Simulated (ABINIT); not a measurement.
Records of electronic-structure calculations.

## Quasiparticle gap of KMgF3 (Pm-3m) in ABINIT

The structure is cubic, space group Pm-3m (No. 221). The conventional cell has a = 3.986 Å, b = 3.986 Å, c = 3.986 Å, α = 90.00°, β = 90.00°, γ = 90.00°. Nearest to K lie 12 F at 2.82 Å. Nearest to Mg lie 6 F at 1.99 Å. F has 2 Mg at 1.99 Å and 4 K at 2.82 Å nearest. Farther neighbours, and contacts between anions beyond the nearest, are not listed.

| Property | Result |
| --- | --- |
| method | RPA screening on PBE, plane waves, norm-conserving pseudopotentials (and 2 further levels or steps) |
| program | ABINIT 10.8.3 |
| settings | cutoff 38 Ha, PseudoDojo scalar-relativistic 0.4.1 standard, norm-conserving, ngkpt (2, 2, 2), nband 46, ecuteps 3.2 Ha, inclvkb 2, shiftk (0, 0, 0), symchi 1, awtr 1, frequency ppm, 2×2×2 k-mesh |
| cost | 5 runs, 88 s in all on 4 MPI ranks of Arm Neoverse V1, shared host |
| notes | The cell and positions come from the Crystallography Open Database and are kept as given unless a step says otherwise. The 2×2×2 mesh is coarse for this cell, which bears on the long-range parts of exchange and screening. |
| PBE gap | 7.35 eV, indirect |
| G0W0 gap on the mesh | 11.44 eV |
| GW settings | 2×2×2 mesh, 46 bands, screening to 87.1 eV, Godby-Needs plasmon pole |
| known limits | short of the basis limit; coarse k mesh |

G0W0 moves the gap on the mesh from 7.35 eV to 11.44 eV (+4.08 eV), with Z of 0.83 and 0.90 at the edges. Local fields lower the RPA ε∞ on this mesh from 2.10 to 1.98; a Γ-centred mesh this coarse tends to raise both, most where the direct gap is narrow, while a short band sum lowers them.

[Paths, hosts, dates, memory and timing lines, banners, echoed tables and standing remarks are left out of the program output; an Ansatz launch command may be rebuilt from the run's recorded settings. Measured values are a selection of at most five: reports struck by readers or far from the other reports are left out. None is set beside runs whose start may be inverted or whose files or cutoffs have a known fault.]

[Runs of the session that timed out or met a known fault of the program may be left out.]

[Hosts, paths, dates, database ids (printed as entryN), source tags and the programs' standing remarks are cut or masked in the printed files.]

[G0W0 gaps are taken among the corrected bands and points alone; a level outside them can change the order at an edge.]

[Where Ansatz stands beside ABINIT at settings called matched, ABINIT's density can come from a denser mesh and the files from another edition; pairs whose starting gaps differed by over 0.03 eV were left out, so agreement reads better than it is.]
